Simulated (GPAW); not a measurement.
# How the form of the self-energy moves the gap of WS2 (Tungstenite)

Wanted: the gap of WS2 (Tungstenite) under several approximations, with cost.

Method: LDA and many-body steps on it, plane waves, in GPAW 26.7.0.

Most raw output is cut from this account.

**1. Starting point**

The structure is trigonal, space group R3m (No. 160). Conventional cell: a = 3.158 Å, b = 3.158 Å, c = 18.490 Å, α = 90.00°, β = 90.00°, γ = 120.00°. Nearest to W lie 6 S at 2.39 to 2.42 Å. Nearest to S lie 3 W at 2.39 Å. S has 3 W at 2.42 Å nearest. Farther neighbours and most contacts between anions are not listed.

As a file:

```cif
data_structure
_symmetry_space_group_name_H-M 'P 1'
_symmetry_Int_Tables_number 1
_cell_length_a 6.4274
_cell_length_b 6.4274
_cell_length_c 6.4274
_cell_angle_alpha 28.443
_cell_angle_beta 28.443
_cell_angle_gamma 28.443
_cell_volume 53.23
loop_
_atom_site_label
_atom_site_type_symbol
_atom_site_fract_x
_atom_site_fract_y
_atom_site_fract_z
_atom_site_occupancy
W1 W 0.00000 0.00000 0.00000 1
S2 S 0.24970 0.24970 0.24970 1
S3 S 0.41900 0.41900 0.41900 1
```

The cell and positions come from the Crystallography Open Database and are kept as given unless a step says otherwise. Spin-orbit coupling is left out unless a step names it.

**2. Empty states on the mesh, 6×6×6 mesh, 254 bands**

This step: GPAW 26.7.0; DFT, LDA, plane waves, PAW.

The sums over transitions need many empty states on a uniform mesh; this step solves for them.

run.py

```python
import json
import numpy as np
from gpaw.mpi import world
from gpaw import GPAW

calc = GPAW('gs.gpw').fixed_density(kpts={'size': (6, 6, 6), 'gamma': True},
    parallel={'domain': 1, 'band': 1},
    txt='nscf.txt')
calc.diagonalize_full_hamiltonian(nbands=254)
calc.write('full.gpw', mode='all')
res = {}
kpts = calc.get_ibz_k_points()
res['kpts'] = kpts
res['eigenvalues'] = [calc.get_eigenvalues(kpt=k) for k in range(len(kpts))]
res['n_electrons'] = calc.get_number_of_electrons()

if world.rank == 0:
    with open('result.json', 'w') as f:
        json.dump(res, f, default=lambda x: x.tolist())
```

On the command line:

```console
$ mpirun -n 4 gpaw python run.py
```

Elapsed: 28 s, on 4 MPI ranks of Arm Neoverse V1, shared host; peak memory 1.5 GiB; 1.9 min of CPU time.

This step gave:

| Item | Value |
| --- | --- |
| gap | 0.9419 eV |
| k of the valence top | 0.5, 0.5, 0.5 |
| k of the conduction bottom | 0.1667, 0, -0.1667 |
| least direct gap | 1.879 eV |
| k points computed | 32 |
| lowest point of the top converged band, above the valence top | 144.9260 eV |

On this mesh the gap is 0.942 eV.

**3. G0W0, Godby-Needs plasmon pole**

Now the one-shot GW correction: screening in the RPA, then the self-energy of the levels asked for.

This step: G0W0 on LDA, plane waves, PAW.

run.py

```python
import json
import numpy as np
from gpaw.mpi import world
from gpaw.response.g0w0 import G0W0

gw = G0W0('full.gpw',
    filename='gw',
    kpts=[0, 1, 20, 31],
    bands=(11, 15),
    ecut=96,
    nbands=113,
    integrate_gamma='WS',
    ppa=True)
gw.calculate()
res = {mode: {k: v for k, v in r.items() if k != 'sigma_eskwn'}
       for mode, r in gw.all_results.items()}

if world.rank == 0:
    with open('result.json', 'w') as f:
        json.dump(res, f, default=lambda x: x.tolist())
```

On the command line:

```console
$ mpirun -n 4 gpaw python run.py
```

Elapsed: 11 min, on 4 MPI ranks; peak memory 2.8 GiB; 42 min of CPU time.

Numbers from this step:

```yaml
g0w0_gap_on_the_mesh: 1.358 eV
least_direct_g0w0_gap_on_the_computed_points: 2.520 eV
z_at_the_valence_top: 0.7904
z_at_the_conduction_bottom: 0.7989
starting_gap_on_the_mesh: 0.9419 eV
k_of_the_valence_top: 0.5, 0.5, 0.5
k_of_the_conduction_bottom: 0.1667, 0, -0.1667
```

The gap on the mesh goes from 0.94 eV to 1.36 eV, a correction of +0.42 eV.

**4. One-shot HSE06**

This step: one-shot HSE06 levels on LDA orbitals, plane waves, PAW.

run.py

```python
import json
import numpy as np
from gpaw.mpi import world
from gpaw.hybrids.eigenvalues import non_self_consistent_eigenvalues

dft, vxc, vxc_hyb = non_self_consistent_eigenvalues('full.gpw', 'HSE06', 11, 15, kpt_indices=[0, 1, 20, 31])
res = {'dft': dft[0], 'hybrid': (dft - vxc + vxc_hyb)[0]}
if world.rank == 0:
    with open('hybrid.txt', 'w') as f:
        for k, e0, e1 in zip([0, 1, 20, 31], res['dft'], res['hybrid']):
            print(k, ' '.join(f'{x:9.4f}' for x in e0), '|', ' '.join(f'{x:9.4f}' for x in e1), file=f)

if world.rank == 0:
    with open('result.json', 'w') as f:
        json.dump(res, f, default=lambda x: x.tolist())
```

On the command line:

```console
$ mpirun -n 4 gpaw python run.py
```

Run time: 9.6 s. Hardware: 4 MPI ranks; peak memory 2.3 GiB; 38 s of CPU time.

This step gave:

```yaml
starting_gap_on_the_mesh: 0.9419 eV
hybrid_gap_on_the_mesh: 1.455 eV
least_direct_hybrid_gap_on_the_computed_points: 2.462 eV
```

**5. G0W0, extrapolated in the cutoff**

This step: G0W0 on LDA, plane waves, PAW.

run.py

```python
import json
import numpy as np
from gpaw.mpi import world
from gpaw.response.g0w0 import G0W0

gw = G0W0('full.gpw',
    filename='gw',
    kpts=[0, 1, 20, 31],
    bands=(11, 15),
    ecut=160.0,
    integrate_gamma='WS',
    ppa=True,
    ecut_extrapolation=True)
gw.calculate()
res = {mode: {k: v for k, v in r.items() if k != 'sigma_eskwn'}
       for mode, r in gw.all_results.items()}

if world.rank == 0:
    with open('result.json', 'w') as f:
        json.dump(res, f, default=lambda x: x.tolist())
```

On the command line:

```console
$ mpirun -n 4 gpaw python run.py
```

It took 39 min on 4 MPI ranks; peak memory 2.8 GiB.

This step gave:

```yaml
quasiparticle_gap_on_the_mesh: 1.439 eV
least_direct_quasiparticle_gap_on_the_computed_points: 2.537 eV
z_at_the_valence_top: 0.7847
z_at_the_conduction_bottom: 0.7944
starting_gap_on_the_mesh: 0.9419 eV
k_of_the_valence_top: 0.5, 0.5, 0.5
k_of_the_conduction_bottom: 0.1667, 0, -0.1667
gaps_at_the_cutoffs_of_the_extrapolation: 1.389, 1.394, 1.399 eV
```

Against G0W0 in GPAW (6×6×6 mesh, 113 bands, screening to 96 eV, Godby-Needs plasmon pole), the gap moves by +0.081 eV.

**6. One-shot PBE0**

This step: one-shot PBE0 levels on LDA orbitals, plane waves, PAW.

run.py

```python
import json
import numpy as np
from gpaw.mpi import world
from gpaw.hybrids.eigenvalues import non_self_consistent_eigenvalues

dft, vxc, vxc_hyb = non_self_consistent_eigenvalues('full.gpw', 'PBE0', 11, 15, kpt_indices=[0, 1, 20, 31])
res = {'dft': dft[0], 'hybrid': (dft - vxc + vxc_hyb)[0]}
if world.rank == 0:
    with open('hybrid.txt', 'w') as f:
        for k, e0, e1 in zip([0, 1, 20, 31], res['dft'], res['hybrid']):
            print(k, ' '.join(f'{x:9.4f}' for x in e0), '|', ' '.join(f'{x:9.4f}' for x in e1), file=f)

if world.rank == 0:
    with open('result.json', 'w') as f:
        json.dump(res, f, default=lambda x: x.tolist())
```

On the command line:

```console
$ mpirun -n 4 gpaw python run.py
```

Elapsed: 12 s, on 4 MPI ranks; peak memory 2.3 GiB; 46 s of CPU time.

Numbers from this step:

- starting gap on the mesh: 0.9419 eV
- hybrid gap on the mesh: 2.119 eV
- least direct hybrid gap on the computed points: 3.098 eV

**7. G0W0, full frequency, Hilbert transform**

This step: G0W0 on LDA, plane waves, PAW.

run.py

```python
import json
import numpy as np
from gpaw.mpi import world
from gpaw.response.g0w0 import G0W0

gw = G0W0('full.gpw',
    filename='gw',
    kpts=[0, 1, 20, 31],
    bands=(11, 15),
    ecut=96,
    nbands=113,
    integrate_gamma='WS',
    frequencies={'type': 'nonlinear', 'domega0': 0.1, 'omega2': 15.0},
    eta=0.1,
    nblocksmax=True)
gw.calculate()
res = {mode: {k: v for k, v in r.items() if k != 'sigma_eskwn'}
       for mode, r in gw.all_results.items()}

if world.rank == 0:
    with open('result.json', 'w') as f:
        json.dump(res, f, default=lambda x: x.tolist())
```

On the command line:

```console
$ mpirun -n 4 gpaw python run.py
```

Elapsed: 13 min, on 4 MPI ranks; peak memory 2.8 GiB; 53 min of CPU time.

This step gave:

```yaml
g0w0_gap_on_the_mesh: 1.347 eV
least_direct_g0w0_gap_on_the_computed_points: 2.458 eV
starting_gap_on_the_mesh: 0.9419 eV
k_of_the_valence_top: 0.5, 0.5, 0.5
k_of_the_conduction_bottom: 0.1667, 0, -0.1667
```

Against G0W0 in GPAW (6×6×6 mesh, 113 bands, screening to 96 eV, Godby-Needs plasmon pole), the gap moves by −0.011 eV.

**8. Side by side**

Times are wall times on 4 MPI ranks of Arm Neoverse V1, shared host, good to a factor of about two.

```tsv
run	mesh	bands	screening cutoff (eV)	DFT gap (eV)	gap on the mesh (eV)	direct (eV)	time
G0W0, Godby-Needs plasmon pole	6×6×6	113	96	0.942	1.358	2.520	11 min
one-shot HSE06	6×6×6	-	-	0.942	1.455	2.462	9.6 s
G0W0, extrapolated in the cutoff	6×6×6	-	160	0.942	1.439	2.537	39 min
one-shot PBE0	6×6×6	-	-	0.942	2.119	3.098	12 s
G0W0, full frequency, Hilbert transform	6×6×6	113	96	0.942	1.347	2.458	13 min
```

**9. What came out**

```
G0W0, Godby-Needs plasmon pole          : 1.358 eV
one-shot HSE06                          : 1.455 eV
G0W0, extrapolated in the cutoff        : 1.439 eV
one-shot PBE0                           : 2.119 eV
G0W0, full frequency, Hilbert transform : 1.347 eV
known limits                            : not at the basis limit; no spin-orbit coupling
```

**Reading.** One-shot HSE06: +0.097 eV against G0W0, Godby-Needs plasmon pole. G0W0, extrapolated in the cutoff: +0.081 eV against G0W0, Godby-Needs plasmon pole, at other bands or cutoff, so not like for like. One-shot PBE0: +0.760 eV against G0W0, Godby-Needs plasmon pole. G0W0, full frequency, Hilbert transform: −0.011 eV against G0W0, Godby-Needs plasmon pole. One-shot hybrid levels are evaluated on the LDA orbitals. Bands and cutoff are finite, so the gap is not at the basis limit. The miss can reach some tenths of an eV and take either sign; the mesh is an error of its own. These stock PAW sets were not made for GW; the filled d or f shell of W lies in the frozen core, which bears on start and correction. The many-body steps are scalar-relativistic: spin-orbit coupling is not in them.

[Paths, hosts, dates, memory and timing lines, banners, echoed tables and standing remarks are left out of the program output.]

[Logs are printed without paths, hosts, clocks, repeated set-up lines and the standing remarks that a program may print on its own settings, such as how far it seeks lower states.]

[Runs of the session that timed out or met a known fault of the program may be left out.]

[Hosts, paths, dates, database ids (printed as entryN), source tags and the programs' standing remarks are cut or masked in the printed files.]
